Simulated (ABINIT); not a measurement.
**Beyond one shot: YHSe (P-6m2)**

Wanted: G0W0 and self-consistent gaps of YHSe (P-6m2), with the cost of the cycles.

Program: ABINIT 10.8.3. Level of theory: LDA and many-body steps on it, plane waves. Results are calculated unless marked as measured.

### 1. The starting structure

It takes space group P-6m2 (No. 187, hexagonal). Conventional cell: a = 3.841 Å, b = 3.841 Å, c = 3.916 Å, α = 90.00°, β = 90.00°, γ = 120.00°. Nearest to Y lie 3 H at 2.22 Å and 6 Se at 2.96 Å. H has 3 Y at 2.22 Å nearest. Nearest to Se lie 6 H at 2.96 Å and 6 Y at 2.96 Å. Farther neighbours and most contacts between anions are not listed.

The cell and positions are those that the Materials Project relaxed with its own functionals (PBE, PBE+U or r2SCAN), kept fixed.

### 2. Empty states on the mesh, 3×3×4 mesh, 55 bands

This step: ABINIT 10.8.3; DFT, LDA, plane waves, norm-conserving pseudopotentials.

The sums over transitions need many empty states on a uniform mesh; this step solves for them.

run.abi

```
acell 3*1.0 Angstrom
rprim 
  3.840931335803 -0.000000000001 0.000000000000
  -1.920465667901 3.326344110998 0.000000000000
  0.000000000000 0.000000000000 3.915549560000
ntypat 3
znucl 39 1 34
natom 3
typat 1 2 3
xred 
  0.000000000000 0.000000000000 0.000000000000
  0.333333333333 0.666666666667 0.000000000000
  0.666666666667 0.333333333333 0.500000000000
pp_dirpath "pseudos"
pseudos "Y.upf, H.upf, Se.upf"
ecut 48
ngkpt 3 3 4
nshiftk 1
shiftk 0 0 0
kptopt 1
chksymbreak 0
iscf -2
irdden 1
istwfk *1
nband 55
nbdbuf 4
tolwfr 1e-09
nstep 60
prtvol 0
indata_prefix "in"
outdata_prefix "out"
tmpdata_prefix "tmp"
```

Run with:

```console
$ OMP_NUM_THREADS=1 mpirun -n 4 abinit run.abi > log
```

Numbers of over 12 decimals in the logs are rounded to 6 here.

The log of the run:

```text
.Version 10.8.3 of ABINIT. v10.8.2 released Aug 2026.

 Symmetries : space group P-6 m 2 (#187); Bravais hP (primitive hexag.)
[... echo of the input left out ...]
== DATASET  1 ==================================================================
-   mpi_nproc: 4, omp_nthreads: 1 (-1 if OMP is not activated)

--- !DatasetInfo
iteration_state: {dtset: 1, }
dimensions: {natom: 3, nkpt: 9, mband: 55, nsppol: 1, nspinor: 1, nspden: 1, mpw: 5376, }
cutoff_energies: {ecut:  48.0, pawecutdg:  -1.0, }
[...]
0.98519    1.01507    1.01507    1.03995    1.17338    1.17338    1.19054    1.26514
   1.28288    1.33473    1.33473    1.38463    1.41904    1.41904    1.51588    1.51588
   1.58069    1.58346    1.60286    1.60286    1.60286    1.69494    1.74226
 prteigrs : prtvol=0 or 1, do not print more k-points.

== END DATASET(S) ==============================================================
================================================================================

 -outvars: echo values of variables after computation  --------
            nband          55
             nkpt           9
          spgroup         187
 [... the other variables as echoed above ...]

 Calculation completed.
```

Run time: 19 s. Hardware: 4 MPI ranks of Arm Neoverse V1, shared host; peak memory 0.31 GiB.

Numbers from this step:

- gap: 1.364 eV
- k of the valence top: 0, 0, 0.5
- k of the conduction bottom: 0, 0, 0
- least direct gap: 1.737 eV
- k points computed: 9
- lowest point of the top converged band, above the valence top: 32.82 eV

On this mesh the gap is 1.364 eV.

The density comes from a self-consistent run that is not shown.

### 3. Screening, 3×3×4 mesh, 51 bands, screening to 106.1 eV

The RPA dielectric matrix is built and inverted for each q.

This step: RPA screening on LDA, plane waves, norm-conserving pseudopotentials.

run.abi, as its differences from that of step 2:

```diff
@@ -21,10 +21,11 @@
 chksymbreak 0
-iscf -2
-irdden 1
 istwfk *1
-nband 55
-nbdbuf 4
-tolwfr 1e-09
-nstep 60
-prtvol 0
+occopt 1
+irdwfk 1
+optdriver 3
+nband 51
+ecuteps 3.9
+inclvkb 2
+awtr 1
+symchi 1
 indata_prefix "in"
```

The log of the run:

```text
.Version 10.8.3 of ABINIT. v10.8.2 released Aug 2026.

 Symmetries : space group P-6 m 2 (#187); Bravais hP (primitive hexag.)
[... echo of the input left out ...]
== DATASET  1 ==================================================================
-   mpi_nproc: 4, omp_nthreads: 1 (-1 if OMP is not activated)

--- !DatasetInfo
iteration_state: {dtset: 1, }
dimensions: {natom: 3, nkpt: 9, mband: 51, nsppol: 1, nspinor: 1, nspden: 1, mpw: 5376, }
cutoff_energies: {ecut:  48.0, pawecutdg:  -1.0, }
electrons: {nelect:   3.60000000E+01, charge:   0.00000000E+00, occopt:   1.00000000E+00, tsmear:   1.00000000E-02, }

 SCREENING: Calculation of the susceptibility and dielectric matrices

 Based on a program developped by R.W. Godby, V. Olevano, G. Onida, and L. Reining.
 Incorporated in ABINIT by V. Olevano, G.-M. Rignanese, and M. Torrent.
.Using double precision arithmetic ; gwpc =  8

[... cell and pseudopotentials left out ...]
--------------------------------------------------------------------------------

 ==== K-mesh for the wavefunctions ====
 Number of points in the irreducible wedge :     9
[... list of points left out ...]
 Together with 12 symmetry operations and time-reversal symmetry
 yields    36 points in the full Brillouin Zone.

 ==== Q-mesh for the screening function ====
 Number of points in the irreducible wedge :     9
[... list of points left out ...]
 Together with 12 symmetry operations and time-reversal symmetry
 yields    36 points in the full Brillouin Zone.

 setmesh: FFT mesh size selected  =    25x   25x   30
          total number of points  =        18750

 vcoul_init : cutoff-mode = AUXILIARY_FUNCTION
 q-points for optical limit:   1
     1)      0.000010    0.000020    0.000030

- screening: taking advantage of time-reversal symmetry
- Maximum band index for partially occupied states nbvw = 18
- Remaining bands to be divided among processors   nbcw = 33
- Number of bands treated by each node ~8

 Number of electrons calculated from density =   36.0000; Expected =   36.0000
 average of density, n =  0.106637
 r_s =    1.3082
 omega_plasma =   31.5000 [eV]

 calculating chi0 at frequencies [eV] :
  1    0.000000E+00    0.000000E+00
  2    0.000000E+00    3.149998E+01

--------------------------------------------------------------------------------
  q-point number  1        q = ( 0.000000, 0.000000, 0.000000) [r.l.u.]
--------------------------------------------------------------------------------
[... chi0 elements left out ...]
 For q-point:  0.000010 0.000020 0.000030
  dielectric constant =  11.4534
  dielectric constant without local fields =  12.6704

  Average fulfillment of the sum rule on Im[epsilon] for q-point    1 :     32.96  [%]
[... wings left out ...]
  q-point number  2        q = ( 0.333333, 0.000000, 0.000000) [r.l.u.]
--------------------------------------------------------------------------------
[... chi0 elements left out ...]
  Average fulfillment of the sum rule on Im[epsilon] for q-point    2 :     41.38  [%]

 [... 7 further q-points ...]
```

The job ended after 13 s (4 MPI ranks; peak memory 0.7 GiB).

Numbers from this step:

- ε∞ with local fields, on this mesh, along the program's q direction: 11.45
- the same without local fields: 12.67
- plasma frequency: 31.5 eV
- plane waves in the screening matrix: 145

Local fields lower ε∞ by 10 %. On a Γ-centred mesh this coarse the value itself is usually too large, while a short band sum pulls it down.

### 4. G0W0

The self-energy is evaluated for the states that the input lists, and the levels follow from it, in one-shot runs by the linearised quasiparticle equation.

This step: G0W0 on LDA, plane waves, norm-conserving pseudopotentials.

run.abi, as its differences from that of step 3:

```diff
@@ -24,8 +24,17 @@
 irdwfk 1
-optdriver 3
+optdriver 4
 nband 51
+gwcalctyp 0
+ecutsigx 48
+symsigma 1
+nkptgw 2
+kptgw 
+  0.0000000000 0.0000000000 0.5000000000
+  0.0000000000 0.0000000000 0.0000000000
+bdgw 
+  16 20
+  17 21
 ecuteps 3.9
-inclvkb 2
-awtr 1
-symchi 1
+irdscr 1
+ppmodel 1
 indata_prefix "in"
```

The log of the run:

```text
.Version 10.8.3 of ABINIT. v10.8.2 released Aug 2026.

 Symmetries : space group P-6 m 2 (#187); Bravais hP (primitive hexag.)
[... echo of the input left out ...]
== DATASET  1 ==================================================================
-   mpi_nproc: 4, omp_nthreads: 1 (-1 if OMP is not activated)

--- !DatasetInfo
iteration_state: {dtset: 1, }
dimensions: {natom: 3, nkpt: 9, mband: 51, nsppol: 1, nspinor: 1, nspden: 1, mpw: 5376, }
cutoff_energies: {ecut:  48.0, pawecutdg:  -1.0, }
electrons: {nelect:   3.60000000E+01, charge:   0.00000000E+00, occopt:   1.00000000E+00, tsmear:   1.00000000E-02, }

 SIGMA: Calculation of the GW corrections

 Based on a program developped by R.W. Godby, V. Olevano, G. Onida, and L. Reining.
 Incorporated in ABINIT by V. Olevano, G.-M. Rignanese, and M. Torrent.
.Using double precision arithmetic ; gwpc =  8

[... cell and pseudopotentials left out ...]
--------------------------------------------------------------------------------

 ==== K-mesh for the wavefunctions ====
 Number of points in the irreducible wedge :     9
[... list of points left out ...]
 Together with 12 symmetry operations and time-reversal symmetry
 yields    36 points in the full Brillouin Zone.

 ==== Q-mesh for screening function ====
 Number of points in the irreducible wedge :     9
[... list of points left out ...]
 Together with 12 symmetry operations and time-reversal symmetry
 yields    36 points in the full Brillouin Zone.

 vcoul_init : cutoff-mode = AUXILIARY_FUNCTION
 q-points for optical limit:   1
     1)      0.000010    0.000020    0.000030
 setmesh: FFT mesh size selected  =    40x   40x   48
          total number of points  =        76800

 Number of electrons calculated from density =   36.0000; Expected =   36.0000
 average of density, n =  0.106637
 r_s =    1.3082
 omega_plasma =   31.5000 [eV]

 === KS Band Gaps ===
  >>>> For spin  1
   Minimum direct gap =   1.7373 [eV], located at k-point      :   0.0000  0.0000  0.5000
   Fundamental gap    =   1.3635 [eV], Top of valence bands at :   0.0000  0.0000  0.5000
                                       Bottom of conduction at :   0.0000  0.0000  0.0000
 SIGMA fundamental parameters:
 PLASMON POLE MODEL  1
 number of plane-waves for SigmaX                 5375
 number of plane-waves for SigmaC and W            145
 number of plane-waves for wavefunctions          5375
 number of bands                                    51
 number of independent spin polarizations            1
 number of spinorial components                      1
 number of k-points in IBZ                           9
 number of q-points in IBZ                           9
 number of symmetry operations                      12
 number of k-points in BZ                           36
 number of q-points in BZ                           36
 number of frequencies for dSigma/dE                 9
 frequency step for dSigma/dE [eV]                0.25
 number of omega for Sigma on real axis              0
 max omega for Sigma on real axis  [eV]           0.00
 zcut for avoiding poles [eV]                     0.10

 EPSILON^-1 parameters (SCR file):
 dimension of the eps^-1 matrix on file            145
 dimension of the eps^-1 matrix used               145
 number of plane-waves for wavefunctions          5375
 number of bands                                    51
 number of q-points in IBZ                           9
 number of frequencies                               2
 number of real frequencies                          1
 number of imag frequencies                          1

 matrix elements of self-energy operator (all in [eV])

 Perturbative Calculation

--- !SelfEnergy_ee
iteration_state: {dtset: 1, }
kpoint     : [   0.000,    0.000,    0.500, ]
spin       : 1
KS_gap     :    1.737
QP_gap     :    2.827
Delta_QP_KS:    1.090
data: !SigmaeeData |
     Band     E0 <VxcDFT>   SigX SigC(E0)      Z dSigC/dE  Sig(E)    E-E0       E
       16   6.178 -14.437 -16.289   2.233   0.801  -0.248 -14.131   0.306   6.484
       17   6.178 -14.437 -16.289   2.233   0.801  -0.248 -14.131   0.306   6.484
       18   7.324 -13.596 -15.475   2.033   0.803  -0.245 -13.472   0.123   7.447
       19   9.061 -12.376  -7.207  -3.681   0.815  -0.227 -11.163   1.213  10.274
       20   9.061 -12.376  -7.207  -3.681   0.815  -0.227 -11.163   1.213  10.274

--- !SelfEnergy_ee
iteration_state: {dtset: 1, }
kpoint     : [   0.000,    0.000,    0.000, ]
spin       : 1
KS_gap     :    2.927
QP_gap     :    3.604
Delta_QP_KS:    0.676
data: !SigmaeeData |
     Band     E0 <VxcDFT>   SigX SigC(E0)      Z dSigC/dE  Sig(E)    E-E0       E
       17   5.760 -13.845 -15.706   2.206   0.801  -0.249 -13.569   0.276   6.035
       18   5.760 -13.845 -15.706   2.206   0.801  -0.249 -13.569   0.276   6.035
       19   8.687 -11.628  -6.799  -3.666   0.819  -0.221 -10.676   0.952   9.639
       20  11.061 -13.739  -8.171  -3.905   0.806  -0.240 -12.398   1.341  12.402
       21  11.061 -13.739  -8.171  -3.905   0.806  -0.240 -12.398   1.341  12.402

== END DATASET(S) ==============================================================
================================================================================

 -outvars: echo values of variables after computation  --------
           etotal      0.0000000000E+00
            nband          51
             nkpt           9
          spgroup         187
 [... the other variables as echoed above ...]

 Calculation completed.
```

Elapsed: 5 s, on 4 MPI ranks; peak memory 0.63 GiB; 20 s of CPU time.

Numbers from this step:

```yaml
g0w0_gap_on_the_points_computed: 2.192 eV
starting_gap_on_the_mesh: 1.364 eV
k_of_the_valence_top: 0, 0, 0.5
k_of_the_conduction_bottom: 0, 0, 0
z_at_the_valence_top: 0.803
z_at_the_conduction_bottom: 0.819
least_direct_g0w0_gap_on_the_computed_points: 2.827 eV
```

The gap on the mesh goes from 1.36 eV to 2.19 eV, a correction of +0.83 eV.

### 5. evGW0, cycle 1

This step: evGW0 on LDA, plane waves, norm-conserving pseudopotentials.

run.abi, as its differences from that of step 4:

```diff
@@ -26,12 +26,26 @@
 nband 51
-gwcalctyp 0
+gwcalctyp 10
 ecutsigx 48
 symsigma 1
-nkptgw 2
+nkptgw 9
 kptgw 
+  0.0000000000 0.0000000000 0.0000000000
+  0.3333333333 0.0000000000 0.0000000000
+  0.3333333333 0.3333333333 0.0000000000
+  0.0000000000 0.0000000000 0.2500000000
+  0.3333333333 0.0000000000 0.2500000000
+  0.3333333333 0.3333333333 0.2500000000
   0.0000000000 0.0000000000 0.5000000000
-  0.0000000000 0.0000000000 0.0000000000
+  0.3333333333 0.0000000000 0.5000000000
+  0.3333333333 0.3333333333 0.5000000000
 bdgw 
-  16 20
-  17 21
+  15 24
+  15 24
+  15 24
+  15 24
+  15 24
+  15 24
+  15 24
+  15 24
+  15 24
 ecuteps 3.9
```

The log of the run:

```text
.Version 10.8.3 of ABINIT. v10.8.2 released Aug 2026.

 Symmetries : space group P-6 m 2 (#187); Bravais hP (primitive hexag.)
[... echo of the input left out ...]
== DATASET  1 ==================================================================
-   mpi_nproc: 4, omp_nthreads: 1 (-1 if OMP is not activated)

--- !DatasetInfo
iteration_state: {dtset: 1, }
dimensions: {natom: 3, nkpt: 9, mband: 51, nsppol: 1, nspinor: 1, nspden: 1, mpw: 5376, }
cutoff_energies: {ecut:  48.0, pawecutdg:  -1.0, }
electrons: {nelect:   3.60000000E+01, charge:   0.00000000E+00, occopt:   1.00000000E+00, tsmear:   1.00000000E-02, }

 SIGMA: Calculation of the GW corrections

 Based on a program developped by R.W. Godby, V. Olevano, G. Onida, and L. Reining.
 Incorporated in ABINIT by V. Olevano, G.-M. Rignanese, and M. Torrent.
.Using double precision arithmetic ; gwpc =  8

[... cell and pseudopotentials left out ...]
--------------------------------------------------------------------------------

 ==== K-mesh for the wavefunctions ====
 Number of points in the irreducible wedge :     9
[... list of points left out ...]
 Together with 12 symmetry operations and time-reversal symmetry
 yields    36 points in the full Brillouin Zone.

 ==== Q-mesh for screening function ====
 Number of points in the irreducible wedge :     9
[... list of points left out ...]
 Together with 12 symmetry operations and time-reversal symmetry
 yields    36 points in the full Brillouin Zone.

 vcoul_init : cutoff-mode = AUXILIARY_FUNCTION
 q-points for optical limit:   1
     1)      0.000010    0.000020    0.000030
 setmesh: FFT mesh size selected  =    40x   40x   48
          total number of points  =        76800

 Number of electrons calculated from density =   36.0000; Expected =   36.0000
[...]
spin       : 1
KS_gap     :    5.425
QP_gap     :    6.433
Delta_QP_KS:    1.008
data: !SigmaeeData |
     Band     E_DFT   <VxcDFT>   E(N-1)  <Hhartree>   SigX  SigC[E(N-1)]    Z     dSigC/dE  Sig[E(N)]  DeltaE  E(N)_pert E(N)_diago
[...]
--- !SelfEnergy_ee
iteration_state: {dtset: 1, }
kpoint     : [   0.333,    0.333,    0.500, ]
spin       : 1
KS_gap     :    6.404
QP_gap     :    7.556
Delta_QP_KS:    1.151
data: !SigmaeeData |
     Band     E_DFT   <VxcDFT>   E(N-1)  <Hhartree>   SigX  SigC[E(N-1)]    Z     dSigC/dE  Sig[E(N)]  DeltaE  E(N)_pert E(N)_diago
[...]
23    13.551   -14.052    13.551    27.603    -7.455    -4.665     0.792    -0.263   -12.522     1.530    15.081    15.484
       24    14.041   -15.610    14.041    29.651    -8.625    -4.732     0.783    -0.276   -13.844     1.766    15.807    16.295

 New Fermi energy :        3.183753E-01 Ha ,    8.663433E+00 eV

 === QP Band Gaps ===
  >>>> For spin  1
   Minimum direct gap =   3.0715 [eV], located at k-point      :   0.0000  0.0000  0.5000
   Fundamental gap    =   2.3726 [eV], Top of valence bands at :   0.0000  0.0000  0.5000
                                       Bottom of conduction at :   0.0000  0.0000  0.0000

 writing QP data on file : out_QPS

 Convergence of QP corrections
 >>>>> For spin  1 <<<<<
.  kptgw no:  1; Maximum DeltaE = (   0.000   0.000) for band index:  8
.  kptgw no:  2; Maximum DeltaE = (   0.276  -0.000) for band index:  8
.  kptgw no:  3; Maximum DeltaE = (   0.201   0.000) for band index:  8
[...]
.  kptgw no:  8; Maximum DeltaE = (   0.123   0.000) for band index:  8
.  kptgw no:  9; Maximum DeltaE = (   1.385  -0.000) for band index: 10

== END DATASET(S) ==============================================================
================================================================================

 -outvars: echo values of variables after computation  --------
           etotal      0.0000000000E+00
            nband          51
             nkpt           9
          spgroup         187
 [... the other variables as echoed above ...]

 Calculation completed.
```

Elapsed: 30 s, on 4 MPI ranks; peak memory 1.2 GiB; 2 min of CPU time.

This step gave:

```
quasiparticle gap on the mesh                         : 2.373 eV
gap of the density functional on the mesh             : 1.364 eV
k of the valence top                                  : 0, 0, 0.5
k of the conduction bottom                            : 0, 0, 0
Z at the valence top                                  : 0.803
Z at the conduction bottom                            : 0.819
least direct quasiparticle gap on the computed points : 3.072 eV
```

Against G0W0 in ABINIT (3×3×4 mesh, 51 bands, screening to 106.1 eV, Godby-Needs plasmon pole), the gap moves by +0.181 eV. This first cycle still uses the starting levels; it takes the full correction, at all points of the mesh, and its linearised value is 2.192 eV.

### 6. evGW0, cycle 2

The corrected levels of the last cycle go back in.

run.abi, as its differences from that of step 5:

```diff
@@ -53,2 +53,3 @@
 ppmodel 1
+irdqps 1
 indata_prefix "in"
```

The log of the run:

```text
.Version 10.8.3 of ABINIT. v10.8.2 released Aug 2026.

 Symmetries : space group P-6 m 2 (#187); Bravais hP (primitive hexag.)
[... echo of the input left out ...]
== DATASET  1 ==================================================================
-   mpi_nproc: 4, omp_nthreads: 1 (-1 if OMP is not activated)

--- !DatasetInfo
iteration_state: {dtset: 1, }
dimensions: {natom: 3, nkpt: 9, mband: 51, nsppol: 1, nspinor: 1, nspden: 1, mpw: 5376, }
cutoff_energies: {ecut:  48.0, pawecutdg:  -1.0, }
[...]
.  kptgw no:  3; Maximum DeltaE = (   0.004   0.000) for band index:  8
[...]
.  kptgw no:  8; Maximum DeltaE = (   0.017   0.000) for band index:  8
.  kptgw no:  9; Maximum DeltaE = (  -0.085   0.000) for band index: 10

== END DATASET(S) ==============================================================
================================================================================

 -outvars: echo values of variables after computation  --------
           etotal      0.0000000000E+00
            nband          51
             nkpt           9
          spgroup         187
 [... the other variables as echoed above ...]

 Calculation completed.
```

It took 31 s on 4 MPI ranks; peak memory 1.2 GiB; 2.1 min of CPU time.

This step gave:

```yaml
quasiparticle_gap_on_the_mesh: 2.298 eV
gap_of_the_density_functional_on_the_mesh: 1.364 eV
k_of_the_valence_top: 0, 0, 0.5
k_of_the_conduction_bottom: 0, 0, 0
least_direct_quasiparticle_gap_on_the_computed_points: 2.974 eV
```

Against the cycle before, the gap moves by −0.075 eV.

[end of part 1 of 3]

[Paths, hosts, dates, memory and timing lines, banners, echoed tables and standing remarks are left out of the program output.]

[Logs are printed without paths, hosts, clocks, repeated set-up lines and the standing remarks that a program may print on its own settings, such as how far it seeks lower states.]

[Runs of the session that timed out or met a known fault of the program may be left out.]

[Hosts, paths, dates, database ids (printed as entryN), source tags and the programs' standing remarks are cut or masked in the printed files.]

[G0W0 gaps are taken among the corrected bands and points alone; a level outside them can change the order at an edge.]

[Where Ansatz stands beside ABINIT at settings called matched, ABINIT's density can come from a denser mesh and the files from another edition; pairs whose starting gaps differed by over 0.03 eV were left out, so agreement reads better than it is.]
